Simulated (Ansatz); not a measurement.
# How Pt(111) screens a field, part 2 of 2

Wanted: the response of a Pt(111) slab to a perpendicular field.

Ansatz 0.2.0; plane-wave DFT, LDA, Ansatz PAW.

So far. Step 7 (Atoms held, field 0.2 V/Å): The dipole is 0.0892 e·Å. Step 8 (Single point, field -0.2 V/Å): The dipole is -0.0892 e·Å.

**9. Single point, field 0.4 V/Å**

input.yaml

```yaml
crystal:
  lattice:
    - [2.7718585823, 0.0, 0.0]
    - [1.3859292911, 2.4004999479, 0.0]
    - [0.0, 0.0, 27.0528522209]
  atoms:
    - { symbol: Pt, position: [0.6666666667, 0.6666666667, 0.3326821115] }
    - { symbol: Pt, position: [0.0, 0.0, 0.4163410558] }
    - { symbol: Pt, position: [0.3333333333, 0.3333333333, 0.5] }
    - { symbol: Pt, position: [0.6666666667, 0.6666666667, 0.5836589442] }
    - { symbol: Pt, position: [0.0, 0.0, 0.6673178885] }
kpoints:
  mp_grid: { grid: [24, 24, 1] }
hamiltonian:
  xc: lda
scf:
  occupations: { method: fermi_dirac, width: 0.1 }
  convergence: { dr2_threshold: 1.0e-10 }
efield:
  axis: 3
  dipole_correction: true
  ramp_position: 0.97
  ramp_width: 0.06
  amplitude: 0.4
output:
  forces: true
  write_potential: true
  write_density: true
  volumetric_format: npy
  elf: true
```

Launch:

```console
ansatz run input.yaml --threads 4 --pin off --max-ram 6144MiB --backend cpu --events-out ev --progress --plain --runs-dir out
```

Numbers of over 12 decimals in the logs are rounded to 6 here.

Output:

```text
[...]
Crystal: 5 atoms, lattice volume = 180.006 Å³
Basis set: ecut = 420 eV, 3523 PW (Γ)
Bands: 54, of which v1, the nominal top of the filled ones, is band 45 counted from 1 (44 counted from 0)
Symmetry: 6 space group operations
k-points: 61 of 576 (time reversal used)
[...]
k-point 0: bands = [... 41 lower, 4.6162, 4.6162, 5.0951, 5.0951, 5.7633, 5.7633, 5.8425, 6.1001, ... 5 higher]
  k-point 1: bands = [... 41 lower, 4.6412, 4.6483, 5.0957, 5.1445, 5.3649, 5.7237, 5.7647, 6.1040, ... 5 higher]
  k-point 2: bands = [... 41 lower, 4.6507, 4.6609, 4.8839, 5.0990, 5.1285, 5.6774, 5.7677, 6.1151, ... 5 higher]
  k-point 60: bands = [... 41 lower, 5.5379, 5.7620, 5.8687, 5.8719, 10.7396, 10.7411, 10.8545, 11.5240, ... 5 higher]
[key lines of the parts left out:]
SCF converged after 15 iterations
Free energy (F): -61223.382654 eV
Fermi energy:    6.100844 eV
Dipole field:    D = 0.179317 V/Å  (p = 0.178380 e·Å, saw-weighted, corrected)
```

The job ended after 11 s (4 threads of Intel Xeon 6975P-C (Granite Rapids), shared host; peak memory 0.87 GiB).

Running mean over 2.263 Å of the planar mean, with the applied field; the ramp of the sawtooth is left out. Table of electron's electrostatic potential energy less the Fermi level by z:

| z (Å) | electron's electrostatic potential energy less the Fermi level (eV) |
| --- | --- |
| 3.5 | 4.47 |
| 4.0 | 4.67 |
| 4.5 | 4.87 |
| 5.0 | 5.07 |
| 5.5 | 5.26 |
| 6.0 | 5.40 |
| 6.5 | 5.39 |
| 7.0 | 4.71 |
| 7.5 | 1.41 |
| 8.0 | -4.76 |
| 8.5 | -9.75 |
| 9.0 | -11.4 |
| 9.5 | -11.7 |
| 10.0 | -11.8 |
| 10.5 | -11.9 |
| 11.0 | -12.0 |
| 11.5 | -12.0 |
| 12.0 | -12.1 |
| 12.5 | -12.1 |
| 13.0 | -12.1 |
| 13.5 | -12.1 |
| 14.0 | -12.1 |
| 14.5 | -12.1 |
| 15.0 | -12.1 |
| 15.5 | -12.0 |
| 16.0 | -12.0 |
| 16.5 | -11.9 |
| 17.0 | -11.8 |
| 17.5 | -11.7 |
| 18.0 | -11.4 |
| 18.5 | -10.0 |
| 19.0 | -5.31 |
| 19.5 | 1.09 |
| 20.0 | 5.04 |
| 20.5 | 6.16 |
| 21.0 | 6.57 |
| 21.5 | 6.81 |
| 22.0 | 7.02 |
| 22.5 | 7.22 |
| 23.0 | 7.42 |
| 23.5 | 7.62 |

The dipole is 0.178 e·Å.

**10. The response**

This step: plane-wave DFT, LDA, Ansatz PAW; screening of a field by a metal slab (Ansatz 0.2.0).

The dipoles give the slope, and the difference of two potentials shows where the field is screened.

This step gave:

```yaml
equivalent_conductor_thickness_p_eps_0ae: 12.12 Å
distance_between_the_outer_atoms: 9.053 Å
inner_field_over_outer_field: -8.44e-4
image_plane_upper_face: 1.531 Å
induced_electrons_on_the_upper_face_over_eps_0e: -1.001
image_plane_lower_face: 1.532 Å
induced_electrons_on_the_lower_face_over_eps_0e: 1.001
```

Table of dipole of the cell by applied field:

| applied field (V/Å) | dipole of the cell (e·Å) |
| --- | --- |
| -0.200 | -0.0892 |
| -0.100 | -0.0446 |
| -0.050 | -0.0223 |
| 0.000 | 4.8e-7 |
| 0.050 | 0.0223 |
| 0.100 | 0.0446 |
| 0.200 | 0.0892 |
| 0.400 | 0.178 |

Local field over the applied field, running mean. From the potentials at -0.05 and 0.05 V/Å; running mean over 2.263 Å. Local field over applied field against z:

| z (Å) | local field over applied field |
| --- | --- |
| 5 | 0.993 |
| 6 | 0.944 |
| 7 | 0.705 |
| 8 | 0.295 |
| 9 | 0.0231 |
| 10 | 0.00158 |
| 11 | 0.00456 |
| 12 | -0.00104 |
| 13 | -8.6e-4 |
| 14 | -8.2e-4 |
| 15 | -0.00109 |
| 16 | 0.00439 |
| 17 | 0.00163 |
| 18 | 0.0173 |
| 19 | 0.275 |
| 20 | 0.685 |
| 21 | 0.938 |
| 22 | 0.992 |

The induced electron density oscillates, so the rows of the table below give means over windows of 0.5 Å about each position, cut where the curve ends. Its maxima inside the range that stand out by 2 % of the span (Å: e/Å³ per V/Å): 7.89: 0.00430, 9.02: 7.6e-4, 9.58: -4.0e-5, 10.85: 2.6e-4, 11.55: 1.0e-4, 15.78: 1.5e-4, 17.05: 2.1e-4, 17.75: 5.4e-4, 18.46: 7.3e-4. Its minima: 8.59: -7.3e-4, 9.30: -5.4e-4, 10.00: -2.1e-4, 11.27: -1.5e-4, 15.50: -1.0e-4, 16.20: -2.6e-4, 17.47: 4.0e-5, 18.04: -7.7e-4, 19.16: -0.00430.

Electrons, planar mean, per unit field. Induced electron density against z; means over each step:

| z (Å) | induced electron density (e/Å³ per V/Å) |
| --- | --- |
| 4.5 | 1.2e-5 |
| 5.0 | 3.7e-5 |
| 5.5 | 1.1e-4 |
| 6.0 | 3.3e-4 |
| 6.5 | 8.6e-4 |
| 7.0 | 0.00197 |
| 7.5 | 0.00351 |
| 8.0 | 0.00379 |
| 8.5 | 4.1e-4 |
| 9.0 | 2.3e-4 |
| 9.5 | -2.2e-4 |
| 10.0 | -1.6e-4 |
| 10.5 | 9.4e-5 |
| 11.0 | 9.1e-5 |
| 11.5 | 1.1e-5 |
| 12.0 | -5.2e-6 |
| 12.5 | 9.9e-7 |
| 13.0 | -1.5e-5 |
| 13.5 | 1.6e-6 |
| 14.0 | 1.3e-5 |
| 14.5 | -3.1e-7 |
| 15.0 | 1.0e-5 |
| 15.5 | -2.5e-5 |
| 16.0 | -5.4e-5 |
| 16.5 | -1.3e-4 |
| 17.0 | 1.6e-4 |
| 17.5 | 2.0e-4 |
| 18.0 | -2.1e-4 |
| 18.5 | -1.3e-4 |
| 19.0 | -0.00362 |
| 19.5 | -0.00366 |
| 20.0 | -0.00211 |
| 20.5 | -9.5e-4 |
| 21.0 | -3.7e-4 |
| 21.5 | -1.3e-4 |
| 22.0 | -4.2e-5 |
| 22.5 | -1.3e-5 |

By hand: between -0.05 and 0.05 V/Å the dipole changes by 0.04458 e·Å, a slope of 0.4458 e·Å²/V. A perfect conductor of thickness t has p = ε₀AEt, so t = 180.95 × 0.4458 / 6.654 = 12.12 Å (e/ε₀ = 180.95 V·Å, A in Å²). Less the 9.05 Å between the outer atoms, and halved, that puts each image plane 1.54 Å out.

The induced dipole is that of a conductor 12.12 Å thick.

**11. The same run with other settings: efield.amplitude = -0.3**

This step: plane-wave DFT, LDA, Ansatz PAW (Ansatz 0.2.0).

A run with a changed input: it repeats the earlier run at 0.05 V/Å with efield.amplitude from 0.05 to -0.3.

input.yaml: that of step 9 with these lines changed.

```diff
@@ -23,3 +23,3 @@
   ramp_width: 0.06
-  amplitude: 0.4
+  amplitude: -0.3
 output:
@@ -29,2 +29 @@
   volumetric_format: npy
-  elf: true
```

Output:

```text
[...]
Crystal: 5 atoms, lattice volume = 180.006 Å³
Basis set: ecut = 420 eV, 3523 PW (Γ)
Bands: 54, of which v1, the nominal top of the filled ones, is band 45 counted from 1 (44 counted from 0)
Symmetry: 6 space group operations
k-points: 61 of 576 (time reversal used)
[...]
SCF iter   1: F=—  HF=-61225.611021 eV  |F-HF|=—  |Δ(HF+E_count)|=         —  Δρ=6.41e-2  dr2=9.89e0  ethr=3.10e-3  p=-0.131 e·Å  D=-1.32e-1 V/Å  ΔV_dip=3.57 eV  dr2_dipole=1.49e-2  V_vac-E_F(+/−)=2.90/6.79 eV  ⟨swp⟩=8.6  Hψ=14490  notcnv=0  defer=19
[...]
SCF iter  15: F=-61223.367046 eV  HF=-61223.367046 eV  |F-HF|=6.55e-11  |Δ(HF+E_count)|=  6.55e-11  Δρ=1.02e-7  dr2=4.48e-11  ethr=1.00e-12  p=-0.134 e·Å  D=-1.34e-1 V/Å  ΔV_dip=3.64 eV  dr2_dipole=2.31e-12  V_vac-E_F(+/−)=4.06/7.89 eV  ⟨swp⟩=16.2  Hψ=20009  notcnv=0
SCF 1 converged in 15 iterations: F = -61223.367046 eV  dr2 = 4.48e-11
[...]
SCF converged after 15 iterations
Free energy (F): -61223.367046 eV
[...]
Internal energy: -61223.062670 eV  (E = F + TS)
E sigma→0 (E₀):  -61223.214858 eV
Entropy (-TS):   -0.304376 eV (-60.875 meV/atom)
Fermi energy:    6.103434 eV
Dipole field:    D = -0.134473 V/Å  (p = -0.133771 e·Å, saw-weighted, corrected)
Work function:   not extracted (applied field tilts the vacuum); planar V_es + V_field profile in the machine report
[...]
--- Forces (eV/Å), atoms counted from 1 ---
  atom   1  Pt    -0.00000000     0.00000000     0.14659802
  atom   2  Pt    -0.00000000     0.00000000     0.21688030
  atom   3  Pt     0.00000000    -0.00000000    -0.00641001
  atom   4  Pt     0.00000000    -0.00000000    -0.21906976
  atom   5  Pt     0.00000000    -0.00000000    -0.13801610
  max |Σ_I F_I| component: 1.76e-5 eV/Å
--- Band table (eV; the first three rows and the last of 61) ---
  k-point 0: bands = [... 41 lower, 4.6188, 4.6188, 5.0977, 5.0977, 5.7659, 5.7659, 5.8490, 6.1027, ... 5 higher]
  k-point 1: bands = [... 41 lower, 4.6438, 4.6509, 5.0983, 5.1472, 5.3689, 5.7261, 5.7672, 6.1066, ... 5 higher]
  k-point 2: bands = [... 41 lower, 4.6534, 4.6635, 4.8878, 5.1016, 5.1305, 5.6799, 5.7703, 6.1177, ... 5 higher]
  k-point 60: bands = [... 41 lower, 5.5392, 5.7646, 5.8717, 5.8741, 10.7424, 10.7435, 10.8571, 11.5286, ... 5 higher]
```

Elapsed: 11 s, on 4 threads; peak memory 0.86 GiB; 42 s of CPU time.

This step gave:

```yaml
energy_at_zero_smearing: -61223.2149 eV
dipole_along_the_normal: -0.1338 e·Å
```

Force by atom:

| atom | x (eV/Å) | y (eV/Å) | z (eV/Å) | size |
| --- | --- | --- | --- | --- |
| Pt1 | 0.000 | 0.000 | 0.147 | 0.147 |
| Pt2 | 0.000 | 0.000 | 0.217 | 0.217 |
| Pt3 | 0.000 | 0.000 | -0.006 | 0.006 |
| Pt4 | 0.000 | 0.000 | -0.219 | 0.219 |
| Pt5 | 0.000 | 0.000 | -0.138 | 0.138 |

| quantity | this run | earlier run | difference |
| --- | --- | --- | --- |
| dipole along the normal (e·Å) | -0.1338 | 0.02229 | -0.16 |

The applied field differs, and the slope found earlier predicts a dipole of -0.134 e·Å; this run gives -0.134 e·Å, in line with it.

**12. A changed input**

An input spoilt on purpose, to show how the run answers: it repeats the earlier run at 0.05 V/Å with crystal.atoms[4].position from [0.0, 0.0, 0.6673178885] to [0.0, 0.0, 0.41634106], and scf.max_iter set to 80.

input.yaml: that of step 11 with these lines changed.

```diff
@@ -10,3 +10,3 @@
     - { symbol: Pt, position: [0.6666666667, 0.6666666667, 0.5836589442] }
-    - { symbol: Pt, position: [0.0, 0.0, 0.6673178885] }
+    - { symbol: Pt, position: [0.0, 0.0, 0.41634106] }
 kpoints:
@@ -18,2 +18,3 @@
   convergence: { dr2_threshold: 1.0e-10 }
+  max_iter: 80
 efield:
@@ -23,3 +24,3 @@
   ramp_width: 0.06
-  amplitude: -0.3
+  amplitude: 0.05
 output:
```

Output:

```text
Error: atoms 1 (Pt) and 4 (Pt) coincide: fractional positions [0.0, 0.0, 0.4163410558] and [0.0, 0.0, 0.41634106] are 1.14e-7 Å apart, within the symmetry tolerance 1e-5 (fractional) on every axis — remove the duplicate or separate the sites (indices count the expanded atom list at the failing check: the typed cell's during the `space_group:` round-trip, otherwise the final one with `supercell:` and `defects:` applied)
```

It took 0.02 s on 4 threads; peak memory 0.063 GiB.

The program refused the input before any cycle.

The program's message: “Error: atoms 1 (Pt) and 4 (Pt) coincide: fractional positions [0.0, 0.0, 0.4163410558] and [0.0, 0.0, 0.41634106] are 1.14e-7 Å apart, within the symmetry tolerance 1e-5 (fractional) on every axis — r …”

The fault put into the input: atoms that overlap.

**13. Results**

```
work function                                : 6.05 eV
image plane, upper face                      : 1.53 Å
induced electrons on the upper face over ε₀E : -1.00
equivalent conductor thickness p/(ε₀AE)      : 12.1 Å
inner field over outer field                 : -8.4e-4
```

What this shows: The induced charge has its centre 1.53 Å outside the outermost atoms; this is the plane from which a capacitor's gap or an image potential counts. The equivalent conductor thickness exceeds the distance between the outer atoms by 3.07 Å, about the sum of the two image-plane distances. In the middle of the slab the field is screened to under 0.5 % of its outer value. The atoms are held at bulk positions with the tabulated experimental lattice constant.

[Logs are printed without paths, hosts, clocks, repeated set-up lines and the standing remarks that a program may print on its own settings, such as how far it seeks lower states.]

[Hosts, paths, dates, database ids (printed as entryN), source tags and the programs' standing remarks are cut or masked in the printed files.]

[Maps of the electrostatic potential energy from Ansatz leave out the sawtooth potential of an applied field or a dipole correction, so their vacuum need not be flat; planar profiles and work functions include it.]
